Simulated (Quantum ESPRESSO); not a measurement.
**Magnetic state of MnF2 from several starts**

Aim: find out which collinear order of MnF2 costs least.

Main program and level: Quantum ESPRESSO 7.5; PBE with U = 4 eV on Mn d (ortho-atomic projectors); plane waves with GBRV 1.5 PBE potentials, no spin-orbit coupling.

Report form: the programs' logs are mostly left out.

## Step 1: Starting point

The structure is tetragonal, space group P4_2/mnm (No. 136). Conventional cell: a = 4.874 Å, b = 4.874 Å, c = 3.311 Å, α = 90.00°, β = 90.00°, γ = 90.00°. Mn has 6 F at 2.10 to 2.13 Å nearest. F has 3 Mn at 2.10 to 2.13 Å nearest. Farther neighbours and most contacts between anions are not listed.

The cell comes from the Crystallography Open Database.

## Step 2: Run 1, typed as ferro ++

The signs are those of the starting moments on the seeded atoms, the atoms that are given a moment.

Input file pw.in:

```
&CONTROL
  calculation = 'scf'
  prefix = 'pwscf'
  outdir = './tmp'
  pseudo_dir = './pseudo'
  disk_io = 'nowf'
/
&SYSTEM
  ibrav = 0
  celldm(1) = 8
  nat = 6
  ntyp = 2
  ecutwfc = 40
  ecutrho = 280
  nbnd = 44
  occupations = 'smearing'
  smearing = 'fd'
  degauss = 0.00367493
  nspin = 2
  starting_magnetization(1) = 0.3
  starting_magnetization(2) = 0
/
&ELECTRONS
  conv_thr = 1.2d-08
  electron_maxstep = 150
  mixing_beta = 0.3
/
ATOMIC_SPECIES
Mn     54.9380 mn_pbe_v1.5.uspp.F.UPF
F      18.9984 f_pbe_v1.4.uspp.F.UPF
CELL_PARAMETERS alat
   1.1512683982751    0.0000000000000    0.0000000000000
   0.0000000000000    1.1512683982751    0.0000000000000
   0.0000000000000    0.0000000000000    0.7820395350998
ATOMIC_POSITIONS crystal
Mn      0.0000000000    0.0000000000    0.0000000000
Mn      0.5000000000    0.5000000000    0.5000000000
F       0.3053000000    0.3053000000    0.0000000000
F       0.1947000000    0.8053000000    0.5000000000
F       0.6947000000    0.6947000000    0.0000000000
F       0.8053000000    0.1947000000    0.5000000000
K_POINTS automatic
8 8 8 0 0 0
HUBBARD {ortho-atomic}
U Mn-3d 4.0000
```

On the command line:

```sh
> OMP_NUM_THREADS=1 mpirun -n 4 pw.x -nk 4 -in pw.in > pw.out
```

Wall time 44 s (4 MPI ranks of Intel Xeon 6975P-C (Granite Rapids), shared host); peak memory 0.72 GiB.

Spin moment in the atom's sphere by atom:

| atom | spin moment in the atom's sphere (μB) |
| --- | --- |
| Mn1 | 4.25 |
| Mn2 | 4.25 |
| F3 | 0.07 |
| F4 | 0.07 |
| F5 | 0.07 |
| F6 | 0.07 |

Read from the output:

- smearing term TS: 2.19e-11 eV
- magnetization: 10 μB
- absolute magnetization: 10.00 μB
- final state: ferromagnetic

## Step 3: Run 2, typed as antiferro q=(0,0,1/2) +−+−

This order needs a doubled cell of 12 atoms. The wavevector q is in fractions of the reciprocal vectors of the crystal's primitive cell, as the cells of these inputs are built from it; moments change sign between cells as cos(2π q·R).

Input file pw.in:

```
&CONTROL
  calculation = 'scf'
  prefix = 'pwscf'
  outdir = './tmp'
  pseudo_dir = './pseudo'
  disk_io = 'nowf'
/
&SYSTEM
  ibrav = 0
  celldm(1) = 8
  nat = 12
  ntyp = 3
  ecutwfc = 40
  ecutrho = 280
  nbnd = 74
  occupations = 'smearing'
  smearing = 'fd'
  degauss = 0.00367493
  nspin = 2
  starting_magnetization(1) = 0.3
  starting_magnetization(2) = -0.3
  starting_magnetization(3) = 0
/
&ELECTRONS
  conv_thr = 2.4d-08
  electron_maxstep = 150
  mixing_beta = 0.3
/
ATOMIC_SPECIES
Mn1    54.9380 mn_pbe_v1.5.uspp.F.UPF
Mn2    54.9380 mn_pbe_v1.5.uspp.F.UPF
F      18.9984 f_pbe_v1.4.uspp.F.UPF
CELL_PARAMETERS alat
   1.1512683982751    0.0000000000000    0.0000000000000
   0.0000000000000    1.1512683982751    0.0000000000000
   0.0000000000000    0.0000000000000    1.5640790701996
ATOMIC_POSITIONS crystal
Mn1     0.0000000000    0.0000000000    0.0000000000
Mn2     0.0000000000    0.0000000000    0.5000000000
Mn1     0.5000000000    0.5000000000    0.2500000000
Mn2     0.5000000000    0.5000000000    0.7500000000
F       0.3053000000    0.3053000000    0.0000000000
F       0.3053000000    0.3053000000    0.5000000000
F       0.1947000000    0.8053000000    0.2500000000
F       0.1947000000    0.8053000000    0.7500000000
F       0.6947000000    0.6947000000    0.0000000000
F       0.6947000000    0.6947000000    0.5000000000
F       0.8053000000    0.1947000000    0.2500000000
F       0.8053000000    0.1947000000    0.7500000000
K_POINTS automatic
8 8 4 0 0 0
HUBBARD {ortho-atomic}
U Mn1-3d 4.0000
U Mn2-3d 4.0000
```

Wall time 1.9 min (4 MPI ranks); peak memory 1.3 GiB.

Spin moment in the atom's sphere by atom:

| atom | spin moment in the atom's sphere (μB) |
| --- | --- |
| Mn1 | 4.24 |
| Mn2 | -4.24 |
| Mn3 | 4.24 |
| Mn4 | -4.24 |
| F5 | 0.02 |
| F6 | -0.02 |
| F7 | 0.02 |
| F8 | -0.02 |
| F9 | 0.02 |
| F10 | -0.02 |
| F11 | 0.02 |
| F12 | -0.02 |

Numbers from this step:

```yaml
smearing_term_ts: 2.73e-11 eV
magnetization: 0 μB
absolute_magnetization: 19.55 μB
final_state: antiferromagnetic
```

## Step 4: Start 3: antiferro q=(0,1/2,0) +−+−

The cell is doubled to 12 atoms to hold this order.

Input file pw.in:

```
&CONTROL
  calculation = 'scf'
  prefix = 'pwscf'
  outdir = './tmp'
  pseudo_dir = './pseudo'
  disk_io = 'nowf'
/
&SYSTEM
  ibrav = 0
  celldm(1) = 8
  nat = 12
  ntyp = 3
  ecutwfc = 40
  ecutrho = 280
  nbnd = 74
  occupations = 'smearing'
  smearing = 'fd'
  degauss = 0.00367493
  nspin = 2
  starting_magnetization(1) = 0.3
  starting_magnetization(2) = -0.3
  starting_magnetization(3) = 0
/
&ELECTRONS
  conv_thr = 2.4d-08
  electron_maxstep = 150
  mixing_beta = 0.3
/
ATOMIC_SPECIES
Mn1    54.9380 mn_pbe_v1.5.uspp.F.UPF
Mn2    54.9380 mn_pbe_v1.5.uspp.F.UPF
F      18.9984 f_pbe_v1.4.uspp.F.UPF
CELL_PARAMETERS alat
   1.1512683982751    0.0000000000000    0.0000000000000
   0.0000000000000    2.3025367965503    0.0000000000000
   0.0000000000000    0.0000000000000    0.7820395350998
ATOMIC_POSITIONS crystal
Mn1     0.0000000000    0.0000000000    0.0000000000
Mn2     0.0000000000    0.5000000000    0.0000000000
Mn1     0.5000000000    0.2500000000    0.5000000000
Mn2     0.5000000000    0.7500000000    0.5000000000
F       0.3053000000    0.1526500000    0.0000000000
F       0.3053000000    0.6526500000    0.0000000000
F       0.1947000000    0.4026500000    0.5000000000
F       0.1947000000    0.9026500000    0.5000000000
F       0.6947000000    0.3473500000    0.0000000000
F       0.6947000000    0.8473500000    0.0000000000
F       0.8053000000    0.0973500000    0.5000000000
F       0.8053000000    0.5973500000    0.5000000000
K_POINTS automatic
8 4 8 0 0 0
HUBBARD {ortho-atomic}
U Mn1-3d 4.0000
U Mn2-3d 4.0000
```

It took 3 min on 4 MPI ranks; peak memory 1.7 GiB; 12 min of CPU time.

Spin moment in the atom's sphere by atom:

| atom | spin moment in the atom's sphere (μB) |
| --- | --- |
| Mn1 | 4.24 |
| Mn2 | -4.24 |
| Mn3 | 4.24 |
| Mn4 | -4.24 |
| F5 | 0.07 |
| F6 | -0.07 |
| F7 | -0.02 |
| F8 | 0.02 |
| F9 | 0.02 |
| F10 | -0.02 |
| F11 | 0.07 |
| F12 | -0.07 |

This step gave:

```
smearing term TS       : 1.03e-11 eV
magnetization          : 0 μB
absolute magnetization : 19.75 μB
final state            : antiferromagnetic
```

## Step 5: Run 4, typed as antiferro q=(1/2,1/2,1/2) +−+−

This order needs a doubled cell of 12 atoms.

Input file pw.in:

```
&CONTROL
  calculation = 'scf'
  prefix = 'pwscf'
  outdir = './tmp'
  pseudo_dir = './pseudo'
  disk_io = 'nowf'
/
&SYSTEM
  ibrav = 0
  celldm(1) = 8
  nat = 12
  ntyp = 3
  ecutwfc = 40
  ecutrho = 280
  nbnd = 74
  occupations = 'smearing'
  smearing = 'fd'
  degauss = 0.00367493
  nspin = 2
  starting_magnetization(1) = 0.3
  starting_magnetization(2) = -0.3
  starting_magnetization(3) = 0
/
&ELECTRONS
  conv_thr = 2.4d-08
  electron_maxstep = 150
  mixing_beta = 0.3
/
ATOMIC_SPECIES
Mn1    54.9380 mn_pbe_v1.5.uspp.F.UPF
Mn2    54.9380 mn_pbe_v1.5.uspp.F.UPF
F      18.9984 f_pbe_v1.4.uspp.F.UPF
CELL_PARAMETERS alat
   2.3025367965503    0.0000000000000    0.0000000000000
   1.1512683982751    1.1512683982751    0.0000000000000
   1.1512683982751    0.0000000000000    0.7820395350998
ATOMIC_POSITIONS crystal
Mn1     0.0000000000    0.0000000000    0.0000000000
Mn2     0.5000000000    0.0000000000    0.0000000000
Mn1     0.7500000000    0.5000000000    0.5000000000
Mn2     0.2500000000    0.5000000000    0.5000000000
F       0.0000000000    0.3053000000    0.0000000000
F       0.5000000000    0.3053000000    0.0000000000
F       0.4447000000    0.8053000000    0.5000000000
F       0.9447000000    0.8053000000    0.5000000000
F       0.0000000000    0.6947000000    0.0000000000
F       0.5000000000    0.6947000000    0.0000000000
F       0.0553000000    0.1947000000    0.5000000000
F       0.5553000000    0.1947000000    0.5000000000
K_POINTS automatic
4 8 8 0 0 0
HUBBARD {ortho-atomic}
U Mn1-3d 4.0000
U Mn2-3d 4.0000
```

It took 2.3 min on 4 MPI ranks; peak memory 1.4 GiB.

Numbers from this step:

```yaml
smearing_term_ts: 7.34e-11 eV
magnetization: 0 μB
absolute_magnetization: 19.55 μB
final_state: antiferromagnetic
largest_moment: 4.240 μB
```

## Step 6: Start 5: antiferro +−

Input file pw.in:

```
&CONTROL
  calculation = 'scf'
  prefix = 'pwscf'
  outdir = './tmp'
  pseudo_dir = './pseudo'
  disk_io = 'nowf'
/
&SYSTEM
  ibrav = 0
  celldm(1) = 8
  nat = 6
  ntyp = 3
  ecutwfc = 40
  ecutrho = 280
  nbnd = 39
  occupations = 'smearing'
  smearing = 'fd'
  degauss = 0.00367493
  nspin = 2
  starting_magnetization(1) = 0.3
  starting_magnetization(2) = -0.3
  starting_magnetization(3) = 0
/
&ELECTRONS
  conv_thr = 1.2d-08
  electron_maxstep = 150
  mixing_beta = 0.3
/
ATOMIC_SPECIES
Mn1    54.9380 mn_pbe_v1.5.uspp.F.UPF
Mn2    54.9380 mn_pbe_v1.5.uspp.F.UPF
F      18.9984 f_pbe_v1.4.uspp.F.UPF
CELL_PARAMETERS alat
   1.1512683982751    0.0000000000000    0.0000000000000
   0.0000000000000    1.1512683982751    0.0000000000000
   0.0000000000000    0.0000000000000    0.7820395350998
ATOMIC_POSITIONS crystal
Mn1     0.0000000000    0.0000000000    0.0000000000
Mn2     0.5000000000    0.5000000000    0.5000000000
F       0.3053000000    0.3053000000    0.0000000000
F       0.1947000000    0.8053000000    0.5000000000
F       0.6947000000    0.6947000000    0.0000000000
F       0.8053000000    0.1947000000    0.5000000000
K_POINTS automatic
8 8 8 0 0 0
HUBBARD {ortho-atomic}
U Mn1-3d 4.0000
U Mn2-3d 4.0000
```

Wall time 53 s (4 MPI ranks); peak memory 0.81 GiB.

Numbers from this step:

- smearing term TS: 6.32e-15 eV
- magnetization: 0 μB
- absolute magnetization: 9.756 μB
- final state: antiferromagnetic
- largest moment: 4.235 μB

## Step 7: Run 6 (antiferro q=(1/2,1/2,0) +−+−)

The cell is doubled to 12 atoms to hold this order.

Input file pw.in:

```
&CONTROL
  calculation = 'scf'
  prefix = 'pwscf'
  outdir = './tmp'
  pseudo_dir = './pseudo'
  disk_io = 'nowf'
/
&SYSTEM
  ibrav = 0
  celldm(1) = 8
  nat = 12
  ntyp = 3
  ecutwfc = 40
  ecutrho = 280
  nbnd = 74
  occupations = 'smearing'
  smearing = 'fd'
  degauss = 0.00367493
  nspin = 2
  starting_magnetization(1) = 0.3
  starting_magnetization(2) = -0.3
  starting_magnetization(3) = 0
/
&ELECTRONS
  conv_thr = 2.4d-08
  electron_maxstep = 150
  mixing_beta = 0.3
/
ATOMIC_SPECIES
Mn1    54.9380 mn_pbe_v1.5.uspp.F.UPF
Mn2    54.9380 mn_pbe_v1.5.uspp.F.UPF
F      18.9984 f_pbe_v1.4.uspp.F.UPF
CELL_PARAMETERS alat
   2.3025367965503    0.0000000000000    0.0000000000000
   1.1512683982751    1.1512683982751    0.0000000000000
   0.0000000000000    0.0000000000000    0.7820395350998
ATOMIC_POSITIONS crystal
Mn1     0.0000000000    0.0000000000    0.0000000000
Mn2     0.5000000000    0.0000000000    0.0000000000
Mn1     0.0000000000    0.5000000000    0.5000000000
Mn2     0.5000000000    0.5000000000    0.5000000000
F       0.0000000000    0.3053000000    0.0000000000
F       0.5000000000    0.3053000000    0.0000000000
F       0.6947000000    0.8053000000    0.5000000000
F       0.1947000000    0.8053000000    0.5000000000
F       0.0000000000    0.6947000000    0.0000000000
F       0.5000000000    0.6947000000    0.0000000000
F       0.3053000000    0.1947000000    0.5000000000
F       0.8053000000    0.1947000000    0.5000000000
K_POINTS automatic
4 8 8 0 0 0
HUBBARD {ortho-atomic}
U Mn1-3d 4.0000
U Mn2-3d 4.0000
```

Run time: 2.9 min. Hardware: 4 MPI ranks; peak memory 1.6 GiB; 11 min of CPU time.

This step gave:

```
smearing term TS       : 3.23e-12 eV
magnetization          : 0 μB
absolute magnetization : 19.75 μB
final state            : antiferromagnetic
largest moment         : 4.241 μB
```

## Step 8: Start 7: no spin polarisation

Input file pw.in:

```
&CONTROL
  calculation = 'scf'
  prefix = 'pwscf'
  outdir = './tmp'
  pseudo_dir = './pseudo'
  disk_io = 'nowf'
/
&SYSTEM
  ibrav = 0
  celldm(1) = 8
  nat = 6
  ntyp = 2
  ecutwfc = 40
  ecutrho = 280
  nbnd = 39
  occupations = 'smearing'
  smearing = 'fd'
  degauss = 0.00367493
/
&ELECTRONS
  conv_thr = 1.2d-08
  electron_maxstep = 150
  mixing_beta = 0.3
/
ATOMIC_SPECIES
Mn     54.9380 mn_pbe_v1.5.uspp.F.UPF
F      18.9984 f_pbe_v1.4.uspp.F.UPF
CELL_PARAMETERS alat
   1.1512683982751    0.0000000000000    0.0000000000000
   0.0000000000000    1.1512683982751    0.0000000000000
   0.0000000000000    0.0000000000000    0.7820395350998
ATOMIC_POSITIONS crystal
Mn      0.0000000000    0.0000000000    0.0000000000
Mn      0.5000000000    0.5000000000    0.5000000000
F       0.3053000000    0.3053000000    0.0000000000
F       0.1947000000    0.8053000000    0.5000000000
F       0.6947000000    0.6947000000    0.0000000000
F       0.8053000000    0.1947000000    0.5000000000
K_POINTS automatic
8 8 8 0 0 0
HUBBARD {ortho-atomic}
U Mn-3d 4.0000
```

Wall time 21 s (4 MPI ranks); peak memory 0.53 GiB.

Numbers from this step:

```
smearing term TS : 0.07609 eV
final state      : non-magnetic (no spin polarisation)
```

## Step 9: Ranking

An order is kept where moments of 0.15 μB or more survive with the typed signs; meshes match where a doubled cell samples the same k points as the first cell.

Orders:

| start | final state | typed order kept | energy over the lowest (meV a seeded atom) | largest site moment (μB) | net moment (μB a cell of the first run) | mesh matched | CPU time (s) |
| --- | --- | --- | --- | --- | --- | --- | --- |
| ferro ++ | ferromagnetic | yes | 19.79 | 4.247 | 10 | yes | 176.5 |
| antiferro q=(0,0,1/2) +-+- | antiferromagnetic | yes | 8.829 | 4.239 | 0 | yes | 448.3 |
| antiferro q=(0,1/2,0) +-+- | antiferromagnetic | yes | 9.475 | 4.241 | 0 | yes | 707.7 |
| antiferro q=(1/2,1/2,1/2) +-+- | antiferromagnetic | yes | 8.879 | 4.24 | 0 | yes | 559.6 |
| antiferro +- | antiferromagnetic | yes | 0 | 4.235 | 0 | yes | 211.6 |
| antiferro q=(1/2,1/2,0) +-+- | antiferromagnetic | yes | 9.25 | 4.241 | 0 | yes | 683.2 |
| no spin polarisation | non-magnetic | - | 4582 | 0 | 0 | yes | 82.4 |

## Step 10: Occupations of the corrected shells in the lowest state

Occupations of the Hubbard shells:

| block | type | shell | spin | electrons | occupation numbers |
| --- | --- | --- | --- | --- | --- |
| 1 | Mn1 | 3d | up | 4.987 | 0.995 0.996 0.998 0.999 0.999 |
| 1 | Mn1 | 3d | down | 0.1988 | 0.017 0.020 0.023 0.067 0.072 |
| 2 | Mn2 | 3d | up | 0.1988 | 0.017 0.020 0.023 0.067 0.072 |
| 2 | Mn2 | 3d | down | 4.987 | 0.995 0.996 0.998 0.999 0.999 |

## Step 11: Summary of results

| Quantity | Value |
| --- | --- |
| lowest state found | antiferromagnetic (from antiferro +-) |
| largest site moment | 4.24 μB |
| next state with moments | antiferromagnetic, 8.83 meV a seeded atom higher |
| state without moments (under the same U) | 4582 meV a seeded atom higher |

In words: Under a U the spinless run pays the Hubbard penalty of a partly filled shell, so its energy overstates what forming the moments gains. Only these 7 starts were compared; other wavevectors, canted and longer-period orders were not.

[Logs and program files are shortened in this print: banners, set-up blocks, solver, clock and traceback lines can be left out without a mark of their own.]

[Logs are printed without paths, hosts, clocks, repeated set-up lines and the standing remarks that a program may print on its own settings, such as how far it seeks lower states.]

[Hosts, paths, dates, database ids (printed as entryN), source tags and the programs' standing remarks are cut or masked in the printed files.]

[Where a cell is said to come from a database of computed structures, the database is the Materials Project.]
